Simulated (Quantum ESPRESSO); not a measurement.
# 1T-SnSe2, 1 layer, stepped through biaxial strain, part 6 of 7

Aim: how the results for 1T-SnSe2, 1 layer change with biaxial strain.

Quantum ESPRESSO 7.5; plane-wave DFT, PBE, GBRV ultrasoft pseudopotentials.

So far. Step 8 (Bands along a path, -4 %): Along this path the valence top lies at Γ and the conduction bottom at M. Step 9 (Relaxing the ions, -3 %): The relaxation lowers the energy by 5 meV an atom.

## 12. Relaxation with pw.x, 3 %

Level of this step: plane-wave DFT, PBE, GBRV ultrasoft pseudopotentials (Quantum ESPRESSO 7.5).

Contents of m7.relax.in:

```
&control
  prefix = 'm7.relax'
  outdir = './out'
  pseudo_dir = './pseudo'
  nstep = 40
  forc_conv_thr = 0.0003
  calculation = 'relax'
  tstress = .true.
/
&system
  ibrav = 0
  nat = 3
  ntyp = 2
  ecutwfc = 50
  ecutrho = 250
  occupations = 'smearing'
  smearing = 'fd'
  degauss = 0.002
/
&electrons
  conv_thr = 1e-09
  mixing_beta = 0.4
  electron_maxstep = 120
  mixing_mode = 'plain'
/
&ions
/
ATOMIC_SPECIES
  Se  78.9710  se_pbe_v1.uspp.F.UPF
  Sn  118.7100  sn_pbe_v1.4.uspp.F.UPF
CELL_PARAMETERS angstrom
  3.95899490934000 0.00000000000000 0.00000000000000
  -1.97949745467000 3.42859016445000 0.00000000000000
  0.00000000000000 0.00000000000000 17.11048904300000
ATOMIC_POSITIONS crystal
  Se  0.666666666700 0.333333333300 0.406276276500
  Sn  0.000000000000 0.000000000000 0.500000000000
  Se  0.333333333300 0.666666666700 0.593723723500
K_POINTS automatic
  12 12 1 0 0 0
```

Command:

```
OMP_NUM_THREADS=1 mpirun -n 4 pw.x -nk 4 -in m7.relax.in > m7.relax.out
```

What it wrote:

```text
[banner, memory and clock lines left out]
Program PWSCF v.7.5 starts
[...]
Message from routine setup:
[...]
number of electrons       =        26.00
     number of Kohn-Sham states=           17
     kinetic-energy cutoff     =      50.0000  Ry
     charge density cutoff     =     250.0000  Ry
[...]
number of k points=    19  Fermi-Dirac smearing, width (Ry)=  0.0020
[...]
Dense  grid:   104545 G-vectors     FFT dimensions: (  40,  40, 180)
[...]
negative rho (up, down):  1.701E-04 0.000E+00
     Starting wfcs are   17 randomized atomic wfcs
[...]
negative rho (up, down):  5.081E-05 0.000E+00
[...]
estimated scf accuracy    <       0.48903698 Ry
[...]
negative rho (up, down):  1.005E-04 0.000E+00
[...]
estimated scf accuracy    <       0.07848441 Ry
[...]
negative rho (up, down):  1.581E-04 0.000E+00
[...]
estimated scf accuracy    <       0.00781221 Ry
[...]
negative rho (up, down):  2.158E-04 0.000E+00
[...]
estimated scf accuracy    <       0.00156262 Ry
[...]
negative rho (up, down):  2.369E-04 0.000E+00
[...]
estimated scf accuracy    <       0.00011221 Ry
[...]
negative rho (up, down):  2.424E-04 0.000E+00
[...]
estimated scf accuracy    <       0.00004533 Ry
[...]
negative rho (up, down):  2.457E-04 0.000E+00
[...]
estimated scf accuracy    <       0.00000544 Ry
[...]
negative rho (up, down):  2.485E-04 0.000E+00
[...]
estimated scf accuracy    <       0.00000125 Ry
[...]
negative rho (up, down):  2.501E-04 0.000E+00
[...]
estimated scf accuracy    <       0.00000002 Ry
[...]
negative rho (up, down):  2.511E-04 0.000E+00
[...]
estimated scf accuracy    <       0.00000001 Ry
[...]
negative rho (up, down):  2.524E-04 0.000E+00
[...]
the Fermi energy is    -1.5729 ev
!    total energy              =    -246.52046158 Ry
     estimated scf accuracy    <          2.2E-10 Ry
     smearing contrib. (-TS)   =      -0.00000000 Ry
     internal energy E=F+TS    =    -246.52046157 Ry
[...]
one-electron contribution =    -600.95809517 Ry
     hartree contribution      =     307.52625404 Ry
     xc contribution           =    -102.31849556 Ry
     ewald contribution        =     149.22987511 Ry
     convergence has been achieved in  11 iterations
     negative rho (up, down):  2.524E-04 0.000E+00
[...]
Total force =     0.016564     Total SCF correction =     0.000014
[...]
negative rho (up, down):  2.524E-04 0.000E+00
[...]
negative rho (up, down):  2.545E-04 0.000E+00
[...]
negative rho (up, down):  2.532E-04 0.000E+00
[...]
estimated scf accuracy    <       0.00000420 Ry
[...]
negative rho (up, down):  2.526E-04 0.000E+00
[...]
estimated scf accuracy    <       0.00000095 Ry
[...]
negative rho (up, down):  2.525E-04 0.000E+00
[...]
estimated scf accuracy    <       0.00000006 Ry
[...]
negative rho (up, down):  2.525E-04 0.000E+00
[...]
estimated scf accuracy    <       0.00000001 Ry
[...]
negative rho (up, down):  2.525E-04 0.000E+00
[...]
estimated scf accuracy    <          1.7E-09 Ry
[...]
negative rho (up, down):  2.525E-04 0.000E+00
[...]
the Fermi energy is    -1.5750 ev
!    total energy              =    -246.52071373 Ry
     estimated scf accuracy    <          6.1E-10 Ry
     smearing contrib. (-TS)   =      -0.00000000 Ry
     internal energy E=F+TS    =    -246.52071373 Ry
[...]
one-electron contribution =    -601.90475930 Ry
     hartree contribution      =     307.99617891 Ry
     xc contribution           =    -102.32412853 Ry
     ewald contribution        =     149.71199520 Ry
     convergence has been achieved in   6 iterations
     negative rho (up, down):  2.525E-04 0.000E+00
[...]
Total force =     0.013864     Total SCF correction =     0.000042
[...]
negative rho (up, down):  2.525E-04 0.000E+00
[...]
WARNING: bfgs curvature condition failed, Theta= 0.956
[...]
negative rho (up, down):  2.549E-04 0.000E+00
[...]
negative rho (up, down):  2.534E-04 0.000E+00
[...]
estimated scf accuracy    <       0.00000517 Ry
[...]
negative rho (up, down):  2.529E-04 0.000E+00
[...]
estimated scf accuracy    <       0.00000116 Ry
[...]
negative rho (up, down):  2.527E-04 0.000E+00
[...]
estimated scf accuracy    <       0.00000008 Ry
[...]
negative rho (up, down):  2.527E-04 0.000E+00
[...]
estimated scf accuracy    <       0.00000002 Ry
[...]
negative rho (up, down):  2.528E-04 0.000E+00
[...]
estimated scf accuracy    <          2.1E-09 Ry
[...]
negative rho (up, down):  2.528E-04 0.000E+00
[...]
estimated scf accuracy    <          5.8E-10 Ry
[...]
negative rho (up, down):  2.528E-04 0.000E+00
[...]
the Fermi energy is    -1.5773 ev
!    total energy              =    -246.52093918 Ry
     estimated scf accuracy    <          1.7E-11 Ry
     smearing contrib. (-TS)   =      -0.00000000 Ry
     internal energy E=F+TS    =    -246.52093918 Ry
[...]
one-electron contribution =    -602.94626467 Ry
     hartree contribution      =     308.51339688 Ry
     xc contribution           =    -102.33036432 Ry
     ewald contribution        =     150.24229293 Ry
     convergence has been achieved in   7 iterations
     negative rho (up, down):  2.528E-04 0.000E+00
[...]
Total force =     0.010875     Total SCF correction =     0.000005
[...]
negative rho (up, down):  2.528E-04 0.000E+00
[...]
negative rho (up, down):  2.572E-04 0.000E+00
[...]
negative rho (up, down):  2.543E-04 0.000E+00
[...]
estimated scf accuracy    <       0.00001150 Ry
[...]
negative rho (up, down):  2.534E-04 0.000E+00
[...]
estimated scf accuracy    <       0.00000263 Ry
[...]
negative rho (up, down):  2.534E-04 0.000E+00
[...]
estimated scf accuracy    <       0.00000014 Ry
[...]
negative rho (up, down):  2.535E-04 0.000E+00
[...]
estimated scf accuracy    <       0.00000003 Ry
[...]
negative rho (up, down):  2.536E-04 0.000E+00
[...]
estimated scf accuracy    <          4.4E-09 Ry
[...]
negative rho (up, down):  2.537E-04 0.000E+00
[...]
estimated scf accuracy    <          1.0E-09 Ry
[...]
negative rho (up, down):  2.537E-04 0.000E+00
[...]
estimated scf accuracy    <          4.1E-11 Ry
[...]
negative rho (up, down):  2.539E-04 0.000E+00
[...]
the Fermi energy is    -1.5807 ev
!    total energy              =    -246.52117457 Ry
     estimated scf accuracy    <          3.2E-12 Ry
     smearing contrib. (-TS)   =      -0.00000000 Ry
     internal energy E=F+TS    =    -246.52117457 Ry
[...]
one-electron contribution =    -604.50758066 Ry
     hartree contribution      =     309.28850368 Ry
     xc contribution           =    -102.33974985 Ry
     ewald contribution        =     151.03765226 Ry
     convergence has been achieved in   8 iterations
     negative rho (up, down):  2.539E-04 0.000E+00
[...]
Total force =     0.006338     Total SCF correction =     0.000003
[...]
negative rho (up, down):  2.539E-04 0.000E+00
[...]
negative rho (up, down):  2.611E-04 0.000E+00
[...]
negative rho (up, down):  2.560E-04 0.000E+00
[...]
estimated scf accuracy    <       0.00002243 Ry
[...]
negative rho (up, down):  2.549E-04 0.000E+00
[...]
estimated scf accuracy    <       0.00000514 Ry
[...]
negative rho (up, down):  2.550E-04 0.000E+00
[...]
estimated scf accuracy    <       0.00000029 Ry
[...]
negative rho (up, down):  2.552E-04 0.000E+00
[...]
estimated scf accuracy    <       0.00000006 Ry
[...]
negative rho (up, down):  2.555E-04 0.000E+00
[...]
estimated scf accuracy    <          7.8E-09 Ry
[...]
negative rho (up, down):  2.557E-04 0.000E+00
[...]
estimated scf accuracy    <          1.4E-09 Ry
[...]
negative rho (up, down):  2.558E-04 0.000E+00
[...]
estimated scf accuracy    <          9.4E-11 Ry
[...]
negative rho (up, down):  2.561E-04 0.000E+00
[...]
the Fermi energy is    -1.5852 ev
!    total energy              =    -246.52129419 Ry
     estimated scf accuracy    <          4.5E-12 Ry
     smearing contrib. (-TS)   =      -0.00000000 Ry
     internal energy E=F+TS    =    -246.52129419 Ry
[...]
one-electron contribution =    -606.68743701 Ry
     hartree contribution      =     310.37058754 Ry
     xc contribution           =    -102.35296732 Ry
     ewald contribution        =     152.14852259 Ry
     convergence has been achieved in   8 iterations
     negative rho (up, down):  2.561E-04 0.000E+00
[...]
Total force =     0.000090     Total SCF correction =     0.000002
[...]
negative rho (up, down):  2.561E-04 0.000E+00
[...]
negative rho (up, down):  2.561E-04 0.000E+00
[...]
negative rho (up, down):  2.561E-04 0.000E+00
[...]
estimated scf accuracy    <          4.3E-09 Ry
[...]
negative rho (up, down):  2.561E-04 0.000E+00
[...]
estimated scf accuracy    <          1.0E-09 Ry
[...]
negative rho (up, down):  2.560E-04 0.000E+00
[...]
estimated scf accuracy    <          5.0E-11 Ry
[...]
negative rho (up, down):  2.560E-04 0.000E+00
[...]
the Fermi energy is    -1.5851 ev
!    total energy              =    -246.52129422 Ry
     estimated scf accuracy    <          5.6E-12 Ry
     smearing contrib. (-TS)   =      -0.00000000 Ry
     internal energy E=F+TS    =    -246.52129422 Ry
[...]
one-electron contribution =    -606.65709338 Ry
     hartree contribution      =     310.35554201 Ry
     xc contribution           =    -102.35278487 Ry
     ewald contribution        =     152.13304202 Ry
     convergence has been achieved in   4 iterations
     negative rho (up, down):  2.560E-04 0.000E+00
[...]
Total force =     0.000002     Total SCF correction =     0.000000
[...]
negative rho (up, down):  2.560E-04 0.000E+00
[...]
```

Run time: 96 s. Hardware: 4 MPI ranks of Arm Neoverse V2, shared host; peak memory 0.73 GiB; 6.4 min of CPU time.

Step by step:

```
step  energy less that of the first step (eV)  largest force (eV/Å)
   1                                   0.0000                0.3011
   2                                  -0.0034                0.2521
   3                                  -0.0065                0.1977
   4                                  -0.0097                0.1152
   5                                  -0.0113                0.0016
   6                                  -0.0113                0.0000
```

The atoms that moved most (Å):

```
atom     dx     dy      dz  length
 Se1  0.000  0.000   0.037   0.037
 Se3  0.000  0.000  -0.037   0.037
```

Final coordinates:

```
CELL_PARAMETERS angstrom
3.95899 0.00000 0.00000
-1.97950 3.42859 0.00000
0.00000 0.00000 17.11049
ATOMIC_POSITIONS crystal
Se 0.66667 0.33333 0.40846
Sn 0.00000 0.00000 0.50000
Se 0.33333 0.66667 0.59154
```

The relaxation lowers the energy by 4 meV an atom.

Numbers from this step:

```
free energy  : -3354.0931 eV
Fermi energy : -1.585 eV
```

## 13. Ground state, 3 %

Contents of m7.scf.in:

```
&control
  prefix = 'm7.scf'
  outdir = './out'
  pseudo_dir = './pseudo'
  calculation = 'scf'
  tprnfor = .true.
/
&system
  ibrav = 0
  nat = 3
  ntyp = 2
  ecutwfc = 40
  ecutrho = 200
  occupations = 'smearing'
  smearing = 'fd'
  degauss = 0.002
  nbnd = 17
/
&electrons
  conv_thr = 1e-09
  mixing_beta = 0.4
  electron_maxstep = 120
  mixing_mode = 'plain'
/
ATOMIC_SPECIES
  Se  78.9710  se_pbe_v1.uspp.F.UPF
  Sn  118.7100  sn_pbe_v1.4.uspp.F.UPF
CELL_PARAMETERS angstrom
  3.95899490934000 0.00000000000000 0.00000000000000
  -1.97949745467000 3.42859016445000 0.00000000000000
  0.00000000000000 0.00000000000000 17.11048904300000
ATOMIC_POSITIONS crystal
  Se  0.666666666700 0.333333333300 0.408458015700
  Sn  0.000000000000 0.000000000000 0.500000000000
  Se  0.333333333300 0.666666666700 0.591541984300
K_POINTS automatic
  12 12 1 0 0 0
```

Command:

```
OMP_NUM_THREADS=1 mpirun -n 4 pw.x -nk 4 -in m7.scf.in > m7.scf.out
```

What it wrote:

```text
[banner, memory and clock lines left out]
Program PWSCF v.7.5 starts
[...]
Message from routine setup:
[...]
number of electrons       =        26.00
     number of Kohn-Sham states=           17
     kinetic-energy cutoff     =      40.0000  Ry
     charge density cutoff     =     200.0000  Ry
[...]
number of k points=    19  Fermi-Dirac smearing, width (Ry)=  0.0020
[...]
Dense  grid:    74941 G-vectors     FFT dimensions: (  36,  36, 150)
[...]
negative rho (up, down):  1.897E-04 0.000E+00
     Starting wfcs are   17 randomized atomic wfcs
[...]
negative rho (up, down):  9.045E-05 0.000E+00
[...]
estimated scf accuracy    <       0.49705631 Ry
[...]
negative rho (up, down):  1.462E-04 0.000E+00
[...]
estimated scf accuracy    <       0.07438612 Ry
[...]
negative rho (up, down):  2.049E-04 0.000E+00
[...]
estimated scf accuracy    <       0.00725595 Ry
[...]
negative rho (up, down):  2.648E-04 0.000E+00
[...]
estimated scf accuracy    <       0.00156629 Ry
[...]
negative rho (up, down):  2.843E-04 0.000E+00
[...]
estimated scf accuracy    <       0.00010025 Ry
[...]
negative rho (up, down):  2.871E-04 0.000E+00
[...]
estimated scf accuracy    <       0.00004751 Ry
[...]
negative rho (up, down):  2.896E-04 0.000E+00
[...]
estimated scf accuracy    <       0.00000619 Ry
[...]
negative rho (up, down):  2.918E-04 0.000E+00
[...]
estimated scf accuracy    <       0.00000067 Ry
[...]
negative rho (up, down):  2.931E-04 0.000E+00
[...]
estimated scf accuracy    <       0.00000003 Ry
[...]
negative rho (up, down):  2.939E-04 0.000E+00
[...]
estimated scf accuracy    <          3.2E-09 Ry
[...]
negative rho (up, down):  2.950E-04 0.000E+00
[...]
the Fermi energy is    -1.5851 ev
!    total energy              =    -246.51484160 Ry
     estimated scf accuracy    <          6.4E-11 Ry
     smearing contrib. (-TS)   =      -0.00000000 Ry
     internal energy E=F+TS    =    -246.51484159 Ry
[...]
one-electron contribution =    -606.65242885 Ry
     hartree contribution      =     310.35901540 Ry
     xc contribution           =    -102.35447010 Ry
     ewald contribution        =     152.13304196 Ry
     convergence has been achieved in  11 iterations
     negative rho (up, down):  2.950E-04 0.000E+00
[...]
Total force =     0.000028     Total SCF correction =     0.000001
[...]
```

The job ended after 13 s (4 MPI ranks; peak memory 0.4 GiB).

Read from the output:

- free energy: -3354.0053 eV
- valence top, on the run's zero: -2.028 eV
- conduction bottom, on the run's zero: -1.170 eV
- gap by band count: 0.8577 eV

## 14. SCF with pw.x, 3 %

Level of this step: plane-wave DFT, PBE, PseudoDojo fully relativistic norm-conserving pseudopotentials (Quantum ESPRESSO 7.5).

m7.soc.in, as its differences from the input of step 13:

```diff
@@ -1,3 +1,3 @@
 &control
-  prefix = 'm7.scf'
+  prefix = 'm7.soc'
   outdir = './out'
@@ -11,4 +11,4 @@
   ntyp = 2
-  ecutwfc = 40
-  ecutrho = 200
+  ecutwfc = 78
+  ecutrho = 312
   occupations = 'smearing'
@@ -16,6 +16,8 @@
   degauss = 0.002
-  nbnd = 17
+  noncolin = .true.
+  lspinorb = .true.
+  nbnd = 52
 /
 &electrons
-  conv_thr = 1e-09
+  conv_thr = 1e-07
   mixing_beta = 0.4
@@ -25,4 +27,4 @@
 ATOMIC_SPECIES
-  Se  78.9710  se_pbe_v1.uspp.F.UPF
-  Sn  118.7100  sn_pbe_v1.4.uspp.F.UPF
+  Se  78.9710  Se.dojo-fr-pbe-0.4-standard.upf
+  Sn  118.7100  Sn.dojo-fr-pbe-0.4-standard.upf
 CELL_PARAMETERS angstrom
@@ -36,2 +38,2 @@
 K_POINTS automatic
-  12 12 1 0 0 0
+  6 6 1 0 0 0
```

Command:

```
OMP_NUM_THREADS=1 mpirun -n 4 pw.x -nk 2 -in m7.soc.in > m7.soc.out
```

What it wrote:

```text
[banner, memory and clock lines left out]
Program PWSCF v.7.5 starts
[...]
Message from routine setup:
[...]
number of electrons       =        46.00
     number of Kohn-Sham states=           52
     kinetic-energy cutoff     =      78.0000  Ry
     charge density cutoff     =     312.0000  Ry
[...]
number of k points=     7  Fermi-Dirac smearing, width (Ry)=  0.0020
[...]
Dense  grid:   145597 G-vectors     FFT dimensions: (  45,  45, 192)
[...]
negative rho (up, down):  9.434E-06 0.000E+00
     Starting wfcs are   54 randomized atomic wfcs
[...]
negative rho (up, down):  3.463E-06 0.000E+00
[...]
estimated scf accuracy    <       0.08434280 Ry
[...]
negative rho (up, down):  1.749E-06 0.000E+00
[...]
estimated scf accuracy    <       0.01394194 Ry
[...]
negative rho (up, down):  4.226E-07 0.000E+00
[...]
estimated scf accuracy    <       0.00276871 Ry
[...]
estimated scf accuracy    <       0.00041227 Ry
[...]
estimated scf accuracy    <       0.00002095 Ry
[...]
estimated scf accuracy    <       0.00000267 Ry
[...]
estimated scf accuracy    <       0.00000017 Ry
[...]
the Fermi energy is    -0.9281 ev
!    total energy              =    -642.46559737 Ry
     estimated scf accuracy    <       0.00000002 Ry
     smearing contrib. (-TS)   =      -0.00000000 Ry
     internal energy E=F+TS    =    -642.46559736 Ry
[...]
one-electron contribution =   -1856.99552823 Ry
     hartree contribution      =     928.03579123 Ry
     xc contribution           =    -140.82363432 Ry
     ewald contribution        =     427.31777396 Ry
     convergence has been achieved in   8 iterations
[...]
Total force =     0.001126     Total SCF correction =     0.000669
[...]
```

The job ended after 64 s (4 MPI ranks; peak memory 1.1 GiB; 4.3 min of CPU time).

Numbers from this step:

```
free energy                          : -8741.1898 eV
Fermi energy                         : -0.9281 eV
valence top, on the run's zero       : -1.367 eV
conduction bottom, on the run's zero : -0.5117 eV
gap by band count                    : 0.8552 eV
```

(Continued in part 7 of 7.)

[Logs are printed without paths, hosts, clocks, repeated set-up lines and the standing remarks that a program may print on its own settings, such as how far it seeks lower states.]

[Hosts, paths, dates, database ids (printed as entryN), source tags and the programs' standing remarks are cut or masked in the printed files.]

[Maps of the electrostatic potential energy from Ansatz leave out the sawtooth potential of an applied field or a dipole correction, so their vacuum need not be flat; planar profiles and work functions include it.]
